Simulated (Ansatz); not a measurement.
**TiFe (Pm-3m): phonons and vibrational spectra**

Aim: the vibrations of TiFe (Pm-3m), their spectra, and whether the structure is stable.

Calculated with Ansatz 0.2.0; DFT PBEsol, scalar-relativistic, plane waves, PAW.

This is a report of a sequence of runs, with most program output left out.

### 1. The starting structure

It takes space group Pm-3m (No. 221, cubic). Conventional cell: a = 2.976 Å, b = 2.976 Å, c = 2.976 Å, α = 90.00°, β = 90.00°, γ = 90.00°. Nearest to Ti lie 8 Fe at 2.58 Å. Fe has 8 Ti at 2.58 Å nearest. Farther neighbours are not listed.

### 2. Rough relaxation

A rough relaxation comes first, because large forces or stress need no tight tolerances yet.

input.yaml reads:

```yaml
crystal:
  lattice:
    - [2.976, 0.0, 0.0]
    - [0.0, 2.976, 0.0]
    - [0.0, 0.0, 2.976]
  atoms:
    - { symbol: Ti, position: [0.5, 0.5, 0.5] }
    - { symbol: Fe, position: [0.0, 0.0, 0.0] }
kpoints:
  mp_grid: { grid: [6, 6, 6] }
hamiltonian:
  xc: pbesol
scf:
  occupations: { method: gaussian, width: 0.1 }
output:
  forces: true
  stress: true
  eigenvalues: true
relax:
  adjacent_minimum: "off"
  f_tol: 0.05
  max_steps: 80
  cell: { stress_tol: 0.5 }
```

On the command line:

```sh
$ ansatz run input.yaml --threads 4 --pin off --max-ram 7168MiB --backend cpu --events-out ev --progress --plain --runs-dir out
```

It took 2 s on 4 threads of Arm Neoverse V1, shared host; peak memory 0.31 GiB; 4.1 s of CPU time.

This run has no spin polarisation, although Fe can carry a moment.

Step by step:

| step | energy less that of the first step (eV) | largest force component (eV/Å) | pressure (GPa) | volume (Å³) |
| --- | --- | --- | --- | --- |
| 1 | 0.0000 | 0.0000 | -10.69 | 26.36 |
| 2 | -0.0517 | 0.0000 | 0.52 | 24.83 |
| 3 | -0.0517 | 0.0000 | -0.04 | 24.90 |
| 4* | -0.0514 | 0.0000 | -0.05 | 24.90 |

Relaxation steps marked * repeat the geometry before them on a plane-wave basis chosen anew for their cell, so energy and pressure can jump there.

The run keeps the 48 symmetry operations that it works with, so distortions that break them were not tested.

| conventional cell, symmetrised | before | after | change |
| --- | --- | --- | --- |
| a (Å) | 2.976 | 2.920 | -1.9 % |
| b (Å) | 2.976 | 2.920 | -1.9 % |
| c (Å) | 2.976 | 2.920 | -1.9 % |
| volume (Å³/atom) | 13.18 | 12.45 | -5.5 % |

The relaxed structure:

```xyz
2
Lattice="2.9200 0.0000 0.0000 0.0000 2.9200 0.0000 0.0000 0.0000 2.9200" Properties=species:S:1:pos:R:3 pbc="T T T"
Ti    1.4600    1.4600    1.4600
Fe    0.0000    0.0000    0.0000
```

Numbers from this step:

* pressure: -0.05481 GPa
* volume per atom: 12.45 Å³
* gap on the k-mesh: 0 eV

In this step the volume went from 13.18 to 12.45 Å³/atom.

### 3. Bringing the structure to rest

Harmonic phonons are second derivatives at a point where the forces vanish, and they are wanted at zero stress, so atoms and cell are relaxed first.

input.yaml, the sections that differ from step 2:

```yaml
crystal:
  lattice:
    - [2.9199791784, 0.0, 0.0]
    - [0.0, 2.9199791784, 0.0]
    - [0.0, 0.0, 2.9199791784]
  atoms:
    - { symbol: Ti, position: [0.5, 0.5, 0.5] }
    - { symbol: Fe, position: [0.0, 0.0, 0.0] }
kpoints:
  mp_grid: { grid: [14, 14, 14] }
relax:
  adjacent_minimum: "off"
  f_tol: 0.005
  max_steps: 80
  cell: { stress_tol: 0.05 }
# hamiltonian, scf, output: as in step 2
```

Elapsed: 3.9 s, on 4 threads; peak memory 0.38 GiB.

Relaxation path:

| step | energy less that of the first step (eV) | largest force component (eV/Å) | pressure (GPa) | volume (Å³) |
| --- | --- | --- | --- | --- |
| 1 | 0.0000 | 0.0000 | -0.78 | 24.90 |
| 2 | -0.0003 | 0.0000 | -0.07 | 24.81 |
| 3 | -0.0003 | 0.0000 | 0.00 | 24.80 |
| 4* | -0.0002 | 0.0000 | 0.00 | 24.80 |

Relaxation steps marked * repeat the geometry before them on a plane-wave basis chosen anew for their cell, so energy and pressure can jump there.

Forces are held to the 48 operations that the run works with; a distortion that breaks them can't arise in this run.

| conventional cell, symmetrised | before | after | change |
| --- | --- | --- | --- |
| a (Å) | 2.920 | 2.916 | -0.1 % |
| b (Å) | 2.920 | 2.916 | -0.1 % |
| c (Å) | 2.920 | 2.916 | -0.1 % |
| volume (Å³/atom) | 12.45 | 12.40 | -0.4 % |

The relaxed structure:

```cif
data_structure
_symmetry_space_group_name_H-M 'P 1'
_symmetry_Int_Tables_number 1
_cell_length_a 2.9164
_cell_length_b 2.9164
_cell_length_c 2.9164
_cell_angle_alpha 90.000
_cell_angle_beta 90.000
_cell_angle_gamma 90.000
_cell_volume 24.80
loop_
_atom_site_label
_atom_site_type_symbol
_atom_site_fract_x
_atom_site_fract_y
_atom_site_fract_z
_atom_site_occupancy
Ti1 Ti 0.50000 0.50000 0.50000 1
Fe2 Fe 0.00000 0.00000 0.00000 1
```

This step gave:

- pressure: -0.001993 GPa
- volume per atom: 12.40 Å³

In this step the volume went from 12.45 to 12.40 Å³/atom.

### 4. Relaxing to small forces for the phonons

Phonons need a cell at rest on their own settings, so the relaxation is repeated with tight tolerances on forces and stress, using the mesh and the filling of the phonon run that follows.

input.yaml reads:

```yaml
crystal:
  lattice:
    - [2.9163601814, 0.0, 0.0]
    - [0.0, 2.9163601814, 0.0]
    - [0.0, 0.0, 2.9163601814]
  atoms:
    - { symbol: Ti, position: [0.5, 0.5, 0.5] }
    - { symbol: Fe, position: [0.0, 0.0, 0.0] }
kpoints:
  mp_grid: { grid: [16, 16, 16] }
hamiltonian:
  xc: pbesol
scf:
  occupations: { method: methfessel_paxton, width: 0.15 }
output:
  forces: true
  stress: true
  eigenvalues: true
relax:
  adjacent_minimum: "off"
  f_tol: 0.001
  max_steps: 60
  cell: { stress_tol: 0.01 }
```

Run time: 3.9 s. Hardware: 4 threads; peak memory 0.4 GiB; 13 s of CPU time.

Little changed from the start: no atom moved by 0.005 Å and no cell edge by 0.1 %.

Numbers from this step:

* pressure: -0.006404 GPa

The forces vanish by symmetry and the pressure is -0.006 GPa, within the tolerances set. The cell now holds 12.40 Å³/atom.

### 5. Zone-centre response

The zone centre comes first: it holds the modes that light can see, as far as symmetry allows. No field response is asked, since the mesh shows no gap.

input.yaml, the sections that differ from step 4:

```yaml
crystal:
  lattice:
    - [2.9160918122, 0.0, 0.0]
    - [0.0, 2.9160918122, 0.0]
    - [0.0, 0.0, 2.9160918122]
  atoms:
    - { symbol: Ti, position: [0.5, 0.5, 0.5] }
    - { symbol: Fe, position: [0.0, 0.0, 0.0] }
output:
  eigenvalues: true
phonons:
  method: dfpt
# kpoints, hamiltonian, scf: as in step 4
# relax: removed
```

Wall time 14 s (4 threads); peak memory 0.89 GiB; 50 s of CPU time.

This step gave:

| Item | Value |
| --- | --- |
| sum-rule residual before enforcement | 8.79e-5 eV/Å² |
| point group | m-3m |
| highest optical mode at the zone centre (no LO-TO term) | 251.6 cm⁻¹ |
| lowest optical zone-centre mode | 251.6 cm⁻¹ |

Patterns of degenerate modes are one choice out of their space. The modes at Γ (shares of kinetic energy by element, %):

| mode | frequency (cm⁻¹) | symmetry | Ti % | Fe % |
| --- | --- | --- | --- | --- |
| 1 | 0.0 | acoustic | 46 | 54 |
| 2 | 0.0 | acoustic | 46 | 54 |
| 3 | 0.0 | acoustic | 46 | 54 |
| 4 | 251.6 | T1u | 54 | 46 |
| 5 | 251.6 | T1u | 54 | 46 |
| 6 | 251.6 | T1u | 54 | 46 |

Displacements in mode 4 (251.6 cm⁻¹), the largest set to 1:
```
Ti1  0.11  1.00  0.00
Fe2 -0.09 -0.86  0.00
```

Before it was imposed, the acoustic sum rule was missed by 8.8e-5 eV/Å². Small misses are needed for a sound result but don't prove that mesh and cutoff are converged. The lowest optical mode is real, 252 cm⁻¹.

### 6. Response at finite wavevector

Stability and thermal properties need the whole zone. Linear response on a 4×4×4 q mesh gives force constants as far as a supercell of that size would.

Changes to input.yaml since step 5:

```diff
@@ -18 +18,8 @@
   method: dfpt
+  qmesh: [4, 4, 4]
+  temperatures: { t_max: 1000, t_step: 50 }
+  qpath:
+    path:
+      - [[0.0, 0.0, 0.0], [0.0, 0.5, 0.0], [0.5, 0.5, 0.0], [0.0, 0.0, 0.0], [0.5, 0.5, 0.5], [0.0, 0.5, 0.0]]
+      - [[0.5, 0.5, 0.5], [0.5, 0.5, 0.0]]
+    npoints: 10
```

The job ended after 7.6 min (4 threads; peak memory 3.1 GiB).

Numbers from this step:

```
sum-rule residual before enforcement                    : 8.24e-5 eV/Å²
lowest frequency on the path                            : 0 cm⁻¹
highest frequency on the path or at a solved wavevector : 392.7 cm⁻¹
mean frequency                                          : 240.5 cm⁻¹
Debye temperature (second moment)                       : 460 K
logarithmic mean frequency                              : 231.7 cm⁻¹
lowest mode on the q mesh (acoustic modes at Γ apart)   : 96.19 cm⁻¹
zero-point energy per atom                              : 44.72 meV
heat capacity at 300 K                                  : 22.24 J/(mol atoms K)
vibrational entropy at 300 K                            : 23.72 J/(mol atoms K)
```

Frequencies (cm⁻¹) solved at each irreducible wavevector; negative means imaginary. Frequencies by wavevector, by row:

| q in reciprocal lattice units | star | mode 1 | mode 2 | mode 3 | mode 4 | mode 5 | mode 6 |
| --- | --- | --- | --- | --- | --- | --- | --- |
| 0 0 0 | 1 | 0 | 0 | 0 | 251.6 | 251.6 | 251.6 |
| 0 0 0.25 | 6 | 96.2 | 96.2 | 193.1 | 236.5 | 236.5 | 334.3 |
| 0 0 -0.5 | 3 | 155.6 | 155.6 | 210.2 | 210.2 | 267.8 | 392.7 |
| 0 0.25 0.25 | 12 | 131.4 | 167.1 | 229.4 | 233.6 | 283.6 | 310.6 |
| 0 0.25 -0.5 | 12 | 168.5 | 213.2 | 223.9 | 228.1 | 274.2 | 350.2 |
| 0 -0.5 -0.5 | 3 | 178.2 | 210.9 | 241.3 | 241.3 | 313 | 313 |
| 0.25 0.25 0.25 | 8 | 195.2 | 195.2 | 246.2 | 274.6 | 274.6 | 286.3 |
| 0.25 0.25 -0.5 | 12 | 229.1 | 234.8 | 241.6 | 244.4 | 274.1 | 325.2 |
| 0.25 -0.5 -0.5 | 6 | 247.1 | 248 | 252.1 | 252.1 | 310.6 | 310.6 |
| -0.5 -0.5 -0.5 | 1 | 269.6 | 269.6 | 269.6 | 304.1 | 304.1 | 304.1 |

Interpolated from a 4×4×4 q mesh. Phonon branches along the path, in cm⁻¹:

| point | branch 1 | branch 2 | branch 3 | branch 4 | branch 5 | branch 6 |
| --- | --- | --- | --- | --- | --- | --- |
| Γ | 0 | 0 | 0 | 252 | 252 | 252 |
| halfway | 96 | 96 | 193 | 236 | 236 | 334 |
| X | 156 | 156 | 210 | 210 | 268 | 393 |
| halfway | 168 | 213 | 224 | 228 | 274 | 350 |
| M | 178 | 211 | 241 | 241 | 313 | 313 |
| halfway | 131 | 167 | 229 | 234 | 284 | 311 |
| Γ | 0 | 0 | 0 | 252 | 252 | 252 |
| halfway | 195 | 195 | 246 | 275 | 275 | 286 |
| R | 270 | 270 | 270 | 304 | 304 | 304 |
| halfway | 229 | 235 | 242 | 244 | 274 | 325 |
| X | 156 | 156 | 210 | 210 | 268 | 393 |
| jump to R | 270 | 270 | 270 | 304 | 304 | 304 |
| halfway | 247 | 248 | 252 | 252 | 311 | 311 |
| M | 178 | 211 | 241 | 241 | 313 | 313 |

Tetrahedra on a 24×24×24 mesh, mean over bins of 5 cm-1. Interpolated from a 4×4×4 q mesh. Table of phonon density of states by wavenumber; read off at these points:

| wavenumber (cm⁻¹) | phonon density of states (1/cm⁻¹/cell) |
| --- | --- |
| 2 | 0 |
| 12 | 3.0e-5 |
| 22 | 1.3e-4 |
| 32 | 3.0e-4 |
| 42 | 5.9e-4 |
| 58 | 0.00106 |
| 68 | 0.00149 |
| 78 | 0.002 |
| 88 | 0.00261 |
| 98 | 0.0033 |
| 108 | 0.00418 |
| 118 | 0.00525 |
| 128 | 0.00654 |
| 138 | 0.00823 |
| 152 | 0.0127 |
| 162 | 0.0164 |
| 172 | 0.0184 |
| 182 | 0.0172 |
| 192 | 0.0156 |
| 202 | 0.0154 |
| 212 | 0.0352 |
| 222 | 0.0490 |
| 232 | 0.0481 |
| 242 | 0.0634 |
| 248 | 0.0662 |
| 258 | 0.0418 |
| 268 | 0.0349 |
| 278 | 0.0198 |
| 288 | 0.0179 |
| 298 | 0.0218 |
| 308 | 0.0334 |
| 312 | 0.0341 |
| 318 | 0.0213 |
| 328 | 0.0124 |
| 338 | 0.00909 |
| 352 | 0.00621 |
| 362 | 0.00481 |
| 372 | 0.00357 |
| 382 | 0.0023 |
| 392 | 2.6e-4 |

The partial phonon density of states has structure finer than the step of the table below, so its rows give means over 20 cm⁻¹, whole bins alone (the curve runs from -10 to 414 cm⁻¹). Peaks (cm⁻¹: height): Fe 248.5: 0.0528; Ti 173.9: 0.0143, 248.5: 0.0158, 275.2: 0.0165, 309.8: 0.0310.

Phonopy on the run's constants, 19x19x19 mesh, Gaussian sigma 3.0 cm-1. Interpolated from a 4×4×4 q mesh. Table of partial phonon density of states by wavenumber; means over each step; values in 1/cm⁻¹/cell:

| wavenumber (cm⁻¹) | Fe | Ti |
| --- | --- | --- |
| 0 | 1.1e-5 | 9.3e-6 |
| 20 | 7.9e-5 | 6.8e-5 |
| 40 | 2.8e-4 | 2.4e-4 |
| 60 | 6.6e-4 | 5.8e-4 |
| 80 | 0.00107 | 9.7e-4 |
| 100 | 0.00191 | 0.00180 |
| 120 | 0.00269 | 0.00288 |
| 140 | 0.00397 | 0.00516 |
| 160 | 0.00466 | 0.0105 |
| 180 | 0.00569 | 0.0120 |
| 200 | 0.00815 | 0.00857 |
| 220 | 0.0333 | 0.0102 |
| 240 | 0.0431 | 0.0146 |
| 260 | 0.0316 | 0.0122 |
| 280 | 0.00679 | 0.0138 |
| 300 | 0.00349 | 0.0220 |
| 320 | 0.00180 | 0.0185 |
| 340 | 5.8e-4 | 0.00810 |
| 360 | 2.4e-4 | 0.00502 |
| 380 | 6.0e-5 | 0.00260 |
| 400 | 6.0e-7 | 1.7e-4 |

Second derivatives of the energy by pair, one row for each kind of neighbour of each atom listed. Each entry sums the pair over the periodic images of the supercell that the q mesh stands for, and in a polar crystal it holds the long-range dipole part too. Force constants by pair, by row:

| atom | neighbour | distance (Å) | third of the trace (eV/Å²) | along the pair's line (eV/Å²) |
| --- | --- | --- | --- | --- |
| Ti1 | itself | 0 | 12.05 | – |
| Ti1 | Fe | 2.525 | -0.8775 | -1.463 |
| Ti1 | Ti | 2.916 | -0.6727 | -3.414 |
| Ti1 | Ti | 4.124 | -0.0599 | -0.5841 |
| Ti1 | Fe | 4.836 | 0.028 | 0.1012 |
| Ti1 | Ti | 5.051 | -0.1214 | -0.3732 |
| Ti1 | Ti | 5.832 | -0.0018 | -0.0334 |
| Ti1 | Fe | 6.355 | 0.0115 | 0.0429 |
| Ti1 | Ti | 6.521 | -0.013 | -0.0187 |
| Fe2 | itself | 0 | 11.12 | – |
| Fe2 | Ti | 2.525 | -0.8775 | -1.463 |
| Fe2 | Fe | 2.916 | -0.5989 | -1.361 |
| Fe2 | Fe | 4.124 | -0.0554 | -0.3141 |
| Fe2 | Ti | 4.836 | 0.028 | 0.1012 |
| Fe2 | Fe | 5.051 | -0.1021 | -0.3561 |
| Fe2 | Fe | 5.832 | -0.0214 | -0.1844 |
| Fe2 | Ti | 6.355 | 0.0115 | 0.0429 |
| Fe2 | Fe | 6.521 | -0.0087 | -0.0265 |

Harmonic thermodynamic functions per atom, from the density of states. Interpolated from a 4×4×4 q mesh. Thermodynamic functions, by row:

| T (K) | F_vib (meV/atom) | S (J/mol-atom/K) | C_V (J/mol-atom/K) |
| --- | --- | --- | --- |
| 0 | 44.72 | 0 | 0 |
| 50 | 44.64 | 0.646 | 2.141 |
| 100 | 43.41 | 4.62 | 10.4 |
| 200 | 33.04 | 15.22 | 19.42 |
| 300 | 12.66 | 23.72 | 22.24 |
| 400 | -15.47 | 30.3 | 23.37 |
| 500 | -49.69 | 35.58 | 23.92 |
| 600 | -88.91 | 39.97 | 24.23 |
| 700 | -132.3 | 43.72 | 24.41 |
| 800 | -179.4 | 46.98 | 24.54 |
| 900 | -229.6 | 49.88 | 24.62 |
| 1000 | -282.6 | 52.48 | 24.68 |

Harmonic mean-square displacement, third of the trace. Interpolated from a 4×4×4 q mesh. Mean square displacements, by row:

| T (K) | Ti1 U_eq (Å²) | Fe2 U_eq (Å²) |
| --- | --- | --- |
| 0 | 0.00156 | 0.00141 |
| 100 | 0.00187 | 0.0017 |
| 300 | 0.00379 | 0.00347 |
| 600 | 0.00717 | 0.00659 |

Symmetry leaves 10 wavevectors to solve. The lowest mode among them, the acoustic zeros apart, lies at q = (0, 0, 0.25) and is real, 96.2 cm⁻¹.

### 7. Isotope substitution, element Fe, natural mass 55.845 amu

An isotope changes the mass and not the force constants, so no new electronic calculation is needed; the shifts show which modes move this element.

The same force constants with the mass of Fe changed from 55.845 to 53.940 u (phonopy, no LO-TO term). Both lists are sorted by frequency; levels can cross, so a row need not hold one and the same mode. Modes under 3 cm⁻¹ are left out. Isotope shifts, by row:

| q | rank | natural mass (cm⁻¹) | changed mass (cm⁻¹) |
| --- | --- | --- | --- |
| 0 0 0 | 4 | 251.6 | 253.6 |
| 0 0 0 | 5 | 251.6 | 253.6 |
| 0 0 0 | 6 | 251.6 | 253.6 |
| 0 0 0.25 | 1 | 96.19 | 96.95 |
| 0 0 0.25 | 2 | 96.19 | 96.95 |
| 0 0 0.25 | 3 | 193.1 | 195.7 |
| 0 0 0.25 | 4 | 236.5 | 238.8 |
| 0 0 0.25 | 5 | 236.5 | 238.8 |
| 0 0 0.25 | 6 | 334.3 | 335.6 |
| 0 0 -0.5 | 1 | 155.6 | 155.6 |
| 0 0 -0.5 | 2 | 155.6 | 155.6 |
| 0 0 -0.5 | 3 | 210.2 | 213.9 |
| 0 0 -0.5 | 4 | 210.2 | 213.9 |
| 0 0 -0.5 | 5 | 267.8 | 272.5 |
| 0 0 -0.5 | 6 | 392.7 | 392.7 |
| 0 0.25 0.25 | 1 | 131.4 | 132.3 |
| 0 0.25 0.25 | 2 | 167.1 | 169.1 |
| 0 0.25 0.25 | 3 | 229.4 | 231.9 |
| 0 0.25 0.25 | 4 | 233.6 | 236.9 |
| 0 0.25 0.25 | 5 | 283.6 | 285.2 |
| 0 0.25 0.25 | 6 | 310.6 | 311.6 |

A mode of this element alone would shift by +1.75 %. The highest zone-centre frequency without the field goes from 251.6 to 253.6 cm⁻¹ (+0.8 %). The product of the frequency ratios over all optical modes at Γ is 1.025; the product rule, (m/m′)^(3k/2) (M′/M)^(3/2) with k = 1 such atoms and M the mass of the cell, gives 1.025.

### 8. Another isotope, element Ti, natural mass 47.867 amu

The same for Ti, from 47.87 to 49.94 u.

The same force constants with the mass of Ti changed from 47.867 to 49.945 u (phonopy, no LO-TO term). Both lists are sorted by frequency; levels can cross, so a row need not hold one and the same mode. Modes under 3 cm⁻¹ are left out. Isotope shifts, by row:

| q | rank | natural mass (cm⁻¹) | changed mass (cm⁻¹) |
| --- | --- | --- | --- |
| 0 0 0 | 4 | 251.6 | 248.7 |
| 0 0 0 | 5 | 251.6 | 248.7 |
| 0 0 0 | 6 | 251.6 | 248.7 |
| 0 0 0.25 | 1 | 96.19 | 95.08 |
| 0 0 0.25 | 2 | 96.19 | 95.08 |
| 0 0 0.25 | 3 | 193.1 | 192.1 |
| 0 0 0.25 | 4 | 236.5 | 234.2 |
| 0 0 0.25 | 5 | 236.5 | 234.2 |
| 0 0 0.25 | 6 | 334.3 | 328.9 |
| 0 0 -0.5 | 1 | 155.6 | 152.3 |
| 0 0 -0.5 | 2 | 155.6 | 152.3 |
| 0 0 -0.5 | 3 | 210.2 | 210.2 |
| 0 0 -0.5 | 4 | 210.2 | 210.2 |
| 0 0 -0.5 | 5 | 267.8 | 267.8 |
| 0 0 -0.5 | 6 | 392.7 | 384.4 |
| 0 0.25 0.25 | 1 | 131.4 | 129.7 |
| 0 0.25 0.25 | 2 | 167.1 | 165.9 |
| 0 0.25 0.25 | 3 | 229.4 | 227.7 |
| 0 0.25 0.25 | 4 | 233.6 | 232.7 |
| 0 0.25 0.25 | 5 | 283.6 | 279.6 |
| 0 0.25 0.25 | 6 | 310.6 | 305.3 |

A mode of this element alone would shift by -2.10 %. The highest zone-centre frequency without the field goes from 251.6 to 248.7 cm⁻¹ (-1.1 %). The product of the frequency ratios over all optical modes at Γ is 0.967; the product rule, (m/m′)^(3k/2) (M′/M)^(3/2) with k = 1 such atoms and M the mass of the cell, gives 0.967.

### 9. Outcome

```yaml
space_group_after_relaxation_within_0p01_a: Pm-3m
volume_per_atom: 12.4 Å³
electronic_character: no gap on this mesh
highest_optical_mode_at_the_zone_centre_no_lo_to_term: 252 cm⁻¹
lowest_optical_zone_centre_mode: 252 cm⁻¹
lowest_mode_on_the_q_mesh_acoustic_modes_at_gamma_apart: 96.2 cm⁻¹
highest_frequency_on_the_path_or_at_a_solved_wavevector: 393 cm⁻¹
zero_point_energy_per_atom: 44.7 meV
heat_capacity_at_300_k: 22.2 J/(mol atoms K)
vibrational_entropy_at_300_k: 23.7 J/(mol atoms K)
debye_temperature_second_moment: 460 K
imaginary_modes_on_the_4x4x4_q_mesh: none
```

**Reading.** The structure is a minimum as far as tested: no mode is imaginary at the 10 irreducible wavevectors of the 4×4×4 mesh, and the softest away from the acoustic zeros lies at 96 cm⁻¹. The optical modes at Γ form one degenerate level at 252 cm⁻¹. With no gap, or one that is small against the smearing, the frequencies hang on the k mesh and the smearing, most of all near Kohn anomalies. The phonon runs are without spin polarisation, although Fe often carries a moment. These are harmonic frequencies at zero temperature: anharmonic shifts, linewidths and thermal expansion are left out.

[Logs are printed without paths, hosts, clocks, repeated set-up lines and the standing remarks that a program may print on its own settings, such as how far it seeks lower states.]

[Hosts, paths, dates, database ids (printed as entryN), source tags and the programs' standing remarks are cut or masked in the printed files.]
